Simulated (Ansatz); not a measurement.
# BeBi3 (built on the sites of a database entry of SrBi3): a soft mode frozen in

Aim: this structure of BeBi3 (built on the sites of a database entry of SrBi3) is to be tested for unstable modes, and one is followed downhill.

Calculated with Ansatz 0.2.0; DFT PBEsol, scalar-relativistic, plane waves, norm-conserving pseudopotentials.

The structure was built from a prototype and need not be the compound's stable phase.

**1. The starting structure**

It takes space group Pm-3m (No. 221, cubic). Conventional cell: a = 4.731 Å, b = 4.731 Å, c = 4.731 Å, α = 90.00°, β = 90.00°, γ = 90.00°. Nearest to Be lie 12 Bi at 3.35 Å. Nearest to Bi lie 4 Be at 3.35 Å and 8 Bi at 3.35 Å. Farther neighbours are not listed.

**2. Response at finite wavevector**

The cell comes from relaxations at this level that are not shown. Stability and thermal properties need the whole zone. Linear response on a 2×2×2 q mesh gives force constants as far as a supercell of that size would.

File input.yaml:

```yaml
crystal:
  lattice:
    - [4.7310176949, 0.0, 0.0]
    - [0.0, 4.7310176949, 0.0]
    - [0.0, 0.0, 4.7310176949]
  atoms:
    - { symbol: Be, position: [0.0, 0.0, 0.0] }
    - { symbol: Bi, position: [0.5, 0.5, 0.0] }
    - { symbol: Bi, position: [0.5, 0.0, 0.5] }
    - { symbol: Bi, position: [0.0, 0.5, 0.5] }
kpoints:
  mp_grid: { grid: [10, 10, 10] }
hamiltonian:
  xc: pbesol
  pseudopotentials: { kind: nc }
scf:
  occupations: { method: methfessel_paxton, width: 0.2 }
output:
  eigenvalues: true
phonons:
  method: dfpt
  qmesh: [2, 2, 2]
  temperatures: { t_max: 1000, t_step: 50 }
  qpath:
    path:
      - [[0.0, 0.0, 0.0], [0.0, 0.5, 0.0], [0.5, 0.5, 0.0], [0.0, 0.0, 0.0], [0.5, 0.5, 0.5], [0.0, 0.5, 0.0]]
      - [[0.5, 0.5, 0.5], [0.5, 0.5, 0.0]]
    npoints: 10
```

On the command line:

```bash
$ ansatz run input.yaml --threads 8 --pin off --max-ram 14336MiB --backend cpu --events-out ev --progress --plain --runs-dir out
```

Numbers of over 12 decimals in the logs are rounded to 6 here.

Log:

```text
Engine: ansatz 0.2.0, aarch64-unknown-linux-gnu
Pseudopotentials: kind: nc
Pseudopotential: Be, nc, valence charge 4, recommended cutoff 1197.300995 eV (normal), Be.nc.azcp (PseudoDojo's, or run here from an input of PseudoDojo's: the run reads no file of this project's for it)
Pseudopotential: Bi, nc, valence charge 15, recommended cutoff 897.975746 eV (normal), Bi.nc.azcp (PseudoDojo's, or run here from an input of PseudoDojo's: the run reads no file of this project's for it)
Functional definition: PBEsol
  exchange = pbesol_x
  correlation = pbesol_c
Crystal: 4 atoms, lattice volume = 105.892 Å³
Basis set: ecut = 1197.300995 eV, 9939 PW (Γ), exchange–correlation on 108×108×108 points (8 copies of the dense FFT grid, shifted against one another)
Bands: 30, of which v1, the nominal top of the filled ones, is band 25 counted from 1 (24 counted from 0)
Symmetry: 48 space group operations
k-points: 56 of 1000
Non-local potential: Be, projectors of the file, l = 0: 2, l = 1: 2
Non-local potential: Bi, projectors of the file, l = 0: 2, l = 1: 2, l = 2: 2, l = 3: 2
Initial density: superposition of atomic densities (chi_scale 0.1, normalization cell, long waves kept (reshape's long-wave potential 0.01 eV rms))
Initial wavefunctions: pseudopotential atomic-orbital guess
Functional: x = pbesol(κ = 0.804, μ = 0.123457), c = pbesol(β = 0.046)
SCF iter   1: F=—  HF=-7043.575623 eV  |F-HF|=—  |Δ(HF+E_count)|=         —  Δρ=1.27e-2  dr2=4.73e-1  ethr=3.10e-3  ⟨swp⟩=6.1  Hψ=7014  notcnv=0
preconditioner: auto → Kerker (q_TF=auto, 2.399 Å⁻¹)  [metal: Δε(μ)=0.030 eV  Ē_g=18.504 eV  σ=0.200 eV  W_gap=0.13  n_scr=26 (ndim 8)  ℏωp=24.7 eV  f_vac=0.000  D(μ)=2.53/eV (n_scr^D=18)]
SCF iter   2: F=—  HF=-7043.497034 eV  |F-HF|=—  |Δ(HF+E_count)|=   7.86e-2  S|Δr|=    0.00e0  Δρ=7.72e-3  dr2=1.51e-1  ethr=9.65e-4  ⟨swp⟩=1.1  Hψ=2131  notcnv=0
SCF iter   3: F=—  HF=-7043.462804 eV  |F-HF|=—  |Δ(HF+E_count)|=   3.42e-2  S|Δr|=    0.00e0  Δρ=1.46e-3  dr2=2.34e-3  ethr=3.09e-4  ⟨swp⟩=2.6  Hψ=2541  notcnv=0
SCF iter   4: F=—  HF=-7043.462740 eV  |F-HF|=—  |Δ(HF+E_count)|=   6.40e-5  S|Δr|=    0.00e0  Δρ=2.84e-4  dr2=5.03e-5  ethr=4.77e-6  ⟨swp⟩=2.5  Hψ=2571  notcnv=0  defer=4
SCF iter   5: F=—  HF=-7043.462716 eV  |F-HF|=—  |Δ(HF+E_count)|=   2.40e-5  S|Δr|=    0.00e0  Δρ=6.03e-5  dr2=5.65e-6  ethr=1.03e-7  ⟨swp⟩=2.4  Hψ=3119  notcnv=0  defer=4
SCF iter   6: F=—  HF=-7043.462728 eV  |F-HF|=—  |Δ(HF+E_count)|=   1.13e-5  S|Δr|=    0.00e0  Δρ=1.46e-5  dr2=4.52e-7  ethr=1.15e-8  ⟨swp⟩=2.1  Hψ=2085  notcnv=0  defer=4
SCF iter   7: F=—  HF=-7043.462977 eV  |F-HF|=—  |Δ(HF+E_count)|=   2.49e-4  S|Δr|=    0.00e0  Δρ=4.42e-6  dr2=1.46e-8  ethr=9.23e-10  ⟨swp⟩=2.0  Hψ=2101  notcnv=0  defer=18
SCF iter   8: F=—  HF=-7043.462977 eV  |F-HF|=—  |Δ(HF+E_count)|=  9.06e-10  S|Δr|=    0.00e0  Δρ=7.48e-7  dr2=4.87e-10  ethr=2.98e-11  ⟨swp⟩=2.3  Hψ=2606  notcnv=0  defer=18
SCF iter   9: F=—  HF=-7043.462977 eV  |F-HF|=—  |Δ(HF+E_count)|=  7.55e-11  S|Δr|=    0.00e0  Δρ=1.78e-7  dr2=1.58e-11  ethr=1.00e-12  ⟨swp⟩=2.1  Hψ=3021  notcnv=0  defer=18
SCF iter  10: F=-7043.462977 eV  HF=-7043.462977 eV  |F-HF|=1.82e-12  |Δ(HF+E_count)|=  9.09e-13  S|Δr|=    0.00e0  Δρ=4.44e-8  dr2=1.52e-12  ethr=1.00e-12  ⟨swp⟩=9.2  Hψ=9427  notcnv=0
SCF 1 converged in 10 iterations: F = -7043.462977 eV  dr2 = 1.52e-12
phonons: the bands overlap, so this run is a metal and interpolates without the dipole-dipole term. If the crystal is really an insulator or semiconductor, its LO-TO splitting is missing
NSCF: frozen V_eff on 56 k-points
WARN: eigensolver did not converge (k=0): 1 band(s) unlocked after 20 sweeps at ethr=2.33e-12 eV (storage-precision floor; scheduled 1.00e-12 eV) (lowest unlocked band 29, counted from 0; max residual 2.54e-5 eV among the unlocked bands, 2.54e-5 eV over every band; other slots of this pass that fall short are told together in one closing line; warning suppressed until the next SCF loop or pass starts)
WARN: eigensolver did not converge in 7 slots of this pass, the one above among them; of largest residual over every band (k=6): 1 band(s) unlocked (lowest unlocked band 29, counted from 0; max residual 8.15e-4 eV among the unlocked bands, 8.15e-4 eV over every band); of lowest unlocked band (k=0): band 29
NSCF: frozen V_eff on 216 k-points
DFPT response loops at q = (0, 0, 0) (fractional): preconditioner auto → Kerker (q_TF=auto, 2.399 Å⁻¹) (partly filled bands, converged f_vac=0.000); β = 1.00, the filter's whole step (`scf.mixing.beta` (0.50) is not read by the response loops under this deck's `scf.mixing.preconditioner`; to damp them name `kerker` or `kerker_dos`, under which they read `scf.mixing.beta`, and type it under 1.00, their step now; both keys bind the ground state too); Broyden in place of MSR1
NSCF: frozen V_eff on 432 k-points
DFPT response loops at q = (0, 0, -0.5) (fractional): mixed as the last ones told, above
NSCF: frozen V_eff on 432 k-points
DFPT response loops at q = (0, -0.5, -0.5) (fractional): mixed as the last ones told, above
NSCF: frozen V_eff on 432 k-points
DFPT response loops at q = (-0.5, -0.5, -0.5) (fractional): mixed as the last ones told, above
SCF converged after 10 iterations
Stability not checked: this state was not tested for a lower state beside it, because cold or Methfessel-Paxton smearing, or corrected tetrahedra, fill the levels in a way that the test cannot read (fill_not_monotonic; see scf.lower_state_search)
Free energy (F): -7043.462977 eV
Harris-Foulkes:  -7043.462977 eV  (|F-HF|=1.82e-12)
Internal energy: -7043.464368 eV  (E = F + TS)
E sigma→0 (E₀):  -7043.463325 eV
Entropy (-TS):   0.001391 eV (0.348 meV/atom)
Fermi energy:    11.049878 eV
--- Per-component energies (eV) ---
  E_band       = -442.216568
  E_kinetic    = 3422.214477
  E_local      = -4048.317682  (includes V_loc(G=0)·N_el)
  E_nonlocal   = -1528.518943
  E_hartree    = 1406.480498
  E_xc         = -1795.740433
  E_vxc        = -1100.555473  (∫ρ·V_xc dr)
  E_ewald      = -4499.582285
  E_smearing   = 0.001391  (= −TS)
  E_closure    = 0.000000  (closes the sum)
  Σ components = -7043.462977   (vs F -7043.462977, Δ=0.00e0)
--- Band table (eV; the first three rows and the last of 56) ---
  k-point 0: bands = [... 21 lower, 6.8193, 9.4021, 12.1613, 12.1613, 12.1613, 12.9549, 12.9549, 12.9549, ... 1 higher]
  k-point 1: bands = [... 21 lower, 6.9535, 9.6119, 11.8862, 11.9841, 11.9841, 12.6476, 12.8794, 12.8794, ... 1 higher]
  k-point 2: bands = [... 21 lower, 7.2531, 10.2031, 11.3215, 11.3755, 11.3755, 12.0333, 12.9622, 12.9622, ... 1 higher]
  k-point 55: bands = [... 21 lower, 6.2477, 6.2477, 8.6729, 15.4345, 15.4345, 15.9588, 15.9588, 15.9588, ... 1 higher]
--- Phonons (Γ-DFPT): 3 representative perturbations + reference (Σ response iterations 9) ---
  ASR residual: 6.348e-5 → 0.000e0 eV/Å²; symmetrization residual: 1.991e-6 eV/Å²
  ASR residual per site (eV/Å²): 1.36e-5 6.35e-5 6.35e-5 6.35e-5
  Γ frequencies (cm⁻¹): -157.87 -157.87 -157.87 -36.53 -36.53 -36.53 0.00 0.00 0.00 87.79 87.79 87.79
--- Phonons (arbitrary-q DFPT): 4 irreducible q on the 2×2×2 mesh ---
  q = [0.0000, 0.0000, 0.0000] (star 1, of the zone-centre solve; hermiticity 1.06e-6, symmetrization 6.11e-14): -157.87 -157.87 -157.87 -36.53 -36.53 -36.53 -0.00 0.00 0.00 87.79 87.79 87.79
  q = [0.0000, 0.0000, -0.5000] (star 3, 7 solved perturbations in 1332 linear systems a pass and spin channel, the states on 216 of 1000 k-point pairs; hermiticity 4.53e-7, symmetrization 7.42e-13, the responses' own estimated error 1.7e-5 eV/Å²): -130.97 -130.97 -68.81 -16.22 -16.22 37.37 38.12 38.12 60.75 82.87 82.87 91.72
  q = [0.0000, -0.5000, -0.5000] (star 3, 7 solved perturbations in 1332 linear systems a pass and spin channel, the states on 216 of 1000 k-point pairs; hermiticity 4.83e-7, symmetrization 4.18e-13, the responses' own estimated error 3.5e-5 eV/Å²): -116.86 -116.86 -105.38 -38.99 20.90 20.90 47.52 47.70 47.70 62.12 75.27 83.05
  q = [-0.5000, -0.5000, -0.5000] (star 1, 3 solved perturbations in 468 linear systems a pass and spin channel, the states on 216 of 1000 k-point pairs; hermiticity 4.24e-7, symmetrization 1.46e-12, the responses' own estimated error 1.4e-5 eV/Å²): -144.92 -144.92 -144.92 -49.20 -49.20 -49.20 37.03 37.03 67.10 67.10 67.10 108.89
  sum rule: each row above includes the acoustic sum rule's correction from the zone centre's row sums; it moved no ω² by more than (0.64 cm⁻¹)²
  mesh force constants: q→R imaginary residual 1.07e-18; ASR residual 6.348e-5 → 0.000e0 eV/Å²; symmetrization residual 1.554e-15 eV/Å²
  interpolated dispersion: 62 rows × 12 modes
  density of states and harmonic sums: on the 14×14×14 q-mesh, interpolated from the force constants of a 2×2×2 supercell (no non-analytic term)
  largest difference from the sums on the solved wave vectors: F 2.40e-2 eV, S 2.83e-5 and C_V 2.82e-6 eV/K
  zero-point energy: 0.023962 eV/cell   skipped modes (ω ≤ 0): 639, of them read as no rigid motion or as one in doubt: 636 (5.282e0 modes/cell left out, lowest -157.87 cm⁻¹)   left out of the sums: 4.40e-1 of the cell's modes: C_V's classical limit lies that fraction below 3 k_B per atom; for a crystal, a wire or a layer, F and S can be off by more, and a phonons.interpolated_qmesh denser along its periods is the remedy for the sampling
```

Wall time 10 min (8 threads of Arm Neoverse V2, shared host); peak memory 6.2 GiB; 81 min of CPU time.

Numbers from this step:

```
volume per atom                                         : 26.47 Å³
gap on the k-mesh                                       : 0 eV
sum-rule residual before enforcement                    : 6.35e-5 eV/Å²
lowest frequency on the path                            : -157.9 cm⁻¹
point group                                             : m-3m
highest frequency on the path or at a solved wavevector : 108.9 cm⁻¹
highest optical mode at the zone centre (no LO-TO term) : 87.79 cm⁻¹
lowest optical zone-centre mode                         : -157.9 cm⁻¹
lowest mode on the q mesh (acoustic modes at Γ apart)   : -157.9 cm⁻¹
```

Frequencies (cm⁻¹) solved at each irreducible wavevector; negative means imaginary. Frequencies by wavevector, by row:

```csv
q in reciprocal lattice units,star,mode 1,mode 2,mode 3,mode 4,mode 10,mode 11,mode 12
0 0 0,1,-157.9,-157.9,-157.9,-36.5,87.8,87.8,87.8
0 0 -0.5,3,-131,-131,-68.8,-16.2,82.9,82.9,91.7
0 -0.5 -0.5,3,-116.9,-116.9,-105.4,-39,62.1,75.3,83
-0.5 -0.5 -0.5,1,-144.9,-144.9,-144.9,-49.2,67.1,67.1,108.9
```

Interpolated from a 2×2×2 q mesh. The phonon branches at the labelled points (cm⁻¹):

```csv
point,branch 1,branch 2,branch 3,branch 4,branch 9,branch 10,branch 11,branch 12
Γ,-158,-158,-158,-36,0,88,88,88
halfway,-145,-145,-121,-25,44,86,86,89
X,-131,-131,-69,-16,61,83,83,92
halfway,-124,-119,-95,-21,61,68,79,88
M,-117,-117,-105,-39,48,62,75,83
halfway,-133,-123,-122,-22,51,77,83,89
Γ,-158,-158,-158,-36,0,88,88,88
halfway,-124,-124,-124,-31,54,71,71,95
R,-145,-145,-145,-49,67,67,67,109
halfway,-126,-125,-115,-33,62,62,62,97
X,-131,-131,-69,-16,61,83,83,92
jump to R,-145,-145,-145,-49,67,67,67,109
halfway,-132,-132,-127,-44,61,61,65,101
M,-117,-117,-105,-39,48,62,75,83
```

Symmetry leaves 4 wavevectors to solve. The lowest mode among them, the acoustic zeros apart, lies at Γ and is imaginary, 157.9i cm⁻¹, so the energy falls along it.

**3. The mode frozen in, largest atomic shift 0 Å**

The mode followed lies at Γ with frequency 157.9i cm⁻¹ and is 3-fold degenerate, the softest among the wavevectors solved. At small amplitude the distorted cell has space group no. 99 by a symmetry search on the positions. The undistorted cell that holds it gives the zero of energy on the same k mesh.

input.yaml, the sections that differ from step 2:

```yaml
output:
  forces: true
  stress: true
  eigenvalues: true
# crystal, kpoints, hamiltonian, scf: as in step 2
# phonons: removed
```

Log:

```text
[...]
Crystal: 4 atoms, lattice volume = 105.892 Å³
Basis set: ecut = 1197.300995 eV, 9939 PW (Γ), exchange–correlation on 108×108×108 points (8 copies of the dense FFT grid, shifted against one another)
Bands: 30, of which v1, the nominal top of the filled ones, is band 25 counted from 1 (24 counted from 0)
Symmetry: 48 space group operations
[...]
k-points: 56 of 1000
[...]
k-point 0: bands = [... 21 lower, 6.8193, 9.4021, 12.1612, 12.1612, 12.1612, 12.9550, 12.9550, 12.9550, ... 1 higher]
  k-point 1: bands = [... 21 lower, 6.9535, 9.6119, 11.8861, 11.9840, 11.9840, 12.6476, 12.8794, 12.8794, ... 1 higher]
  k-point 2: bands = [... 21 lower, 7.2531, 10.2032, 11.3214, 11.3755, 11.3755, 12.0333, 12.9623, 12.9623, ... 1 higher]
  k-point 55: bands = [... 21 lower, 6.2477, 6.2477, 8.6730, 15.4345, 15.4345, 15.9587, 15.9587, 15.9587, ... 1 higher]
[key lines of the parts left out:]
SCF converged after 7 iterations
Free energy (F): -7043.462977 eV
Fermi energy:    11.049879 eV
P = ⅓ Tr σ = -0.0000 GPa (-0.000 kbar)
```

Wall time 4 s (8 threads); peak memory 1.3 GiB.

Numbers from this step:

* pressure: -2.68e-5 GPa
* energy from the undistorted cell: 0 meV/atom

The run ends at a pressure of 0.00 GPa.

**4. The mode frozen in, largest atomic shift 0.6 Å**

The atoms are moved along the unstable eigenvector, the largest shift by 0.6 Å, with the cell fixed.

input.yaml, the sections that differ from step 3:

```yaml
crystal:
  lattice:
    - [4.7310176949, 0.0, 0.0]
    - [0.0, 4.7310176949, 0.0]
    - [0.0, 0.0, 4.7310176949]
  atoms:
    - { symbol: Be, position: [0.0, -0.1268226075, 0.0] }
    - { symbol: Bi, position: [0.5, 0.5014972483, 0.0] }
    - { symbol: Bi, position: [0.5, 0.0024746697, 0.5] }
    - { symbol: Bi, position: [0.0, 0.5014972483, 0.5] }
# kpoints, hamiltonian, scf, output: as in step 3
```

Log:

```text
[...]
Crystal: 4 atoms, lattice volume = 105.892 Å³
Basis set: ecut = 1197.300995 eV, 9939 PW (Γ), exchange–correlation on 108×108×108 points (8 copies of the dense FFT grid, shifted against one another)
Bands: 30, of which v1, the nominal top of the filled ones, is band 25 counted from 1 (24 counted from 0)
Symmetry: 8 space group operations
[...]
k-point 0: bands = [... 21 lower, 6.7384, 9.7352, 11.9549, 11.9549, 12.0899, 12.9489, 13.0802, 13.0802, ... 1 higher]
  k-point 1: bands = [... 21 lower, 6.9264, 9.9169, 11.5435, 11.7330, 11.9105, 12.8189, 13.0498, 13.0687, ... 1 higher]
  k-point 2: bands = [... 21 lower, 7.3148, 10.4213, 10.8482, 11.1213, 11.4006, 12.2434, 13.1728, 13.1861, ... 1 higher]
  k-point 125: bands = [... 21 lower, 6.2995, 6.2995, 9.1771, 15.3734, 15.3884, 15.6737, 15.6737, 15.7759, ... 1 higher]
[key lines of the parts left out:]
SCF converged after 8 iterations
Free energy (F): -7043.584222 eV
Fermi energy:    10.975335 eV
P = ⅓ Tr σ = 0.7697 GPa (7.697 kbar)
```

Run time: 15 s. Hardware: 8 threads; peak memory 1.6 GiB; 1.9 min of CPU time.

This step gave:

```yaml
pressure: 0.7697 GPa
energy_from_the_undistorted_cell: -30.41 meV/atom
```

The energy, extrapolated to zero smearing, is -30.41 meV/atom against the undistorted cell.

The run ends at a pressure of 0.77 GPa, with forces up to 0.30 eV/Å.

**5. Energy along the mode, all amplitudes (two of the runs are shown above)**

An imaginary frequency means negative curvature, so the energy should fall and then rise again as anharmonic terms take over.

This step gave:

```
depth at the lowest point sampled  : 30.41 meV/atom
largest atomic shift at that point : 0.6 Å
```

Energy from the parent against largest atomic shift:

```csv
largest atomic shift (Å),energy from the parent (meV/atom)
0.000,0
0.040,-0.168
0.080,-0.671
0.140,-2.04
0.220,-4.95
0.320,-10.1
0.450,-19.0
0.600,-30.4
```

Displacement at unit largest shift by atom:

```csv
atom,x (Å),y (Å),z (Å),size
Be1,0.00,-1.00,0.00,1.00
Bi2,0.00,0.01,0.00,0.01
Bi3,0.00,0.02,0.00,0.02
Bi4,0.00,0.01,0.00,0.01
```

The lowest of the steps tried is the last one, at 0.6 Å, 30.4 meV/atom below the parent; the bottom of the well need not coincide with a step.

[end of part 1 of 3]

[Logs are printed without paths, hosts, clocks, repeated set-up lines and the standing remarks that a program may print on its own settings, such as how far it seeks lower states.]

[Hosts, paths, dates, database ids (printed as entryN), source tags and the programs' standing remarks are cut or masked in the printed files.]
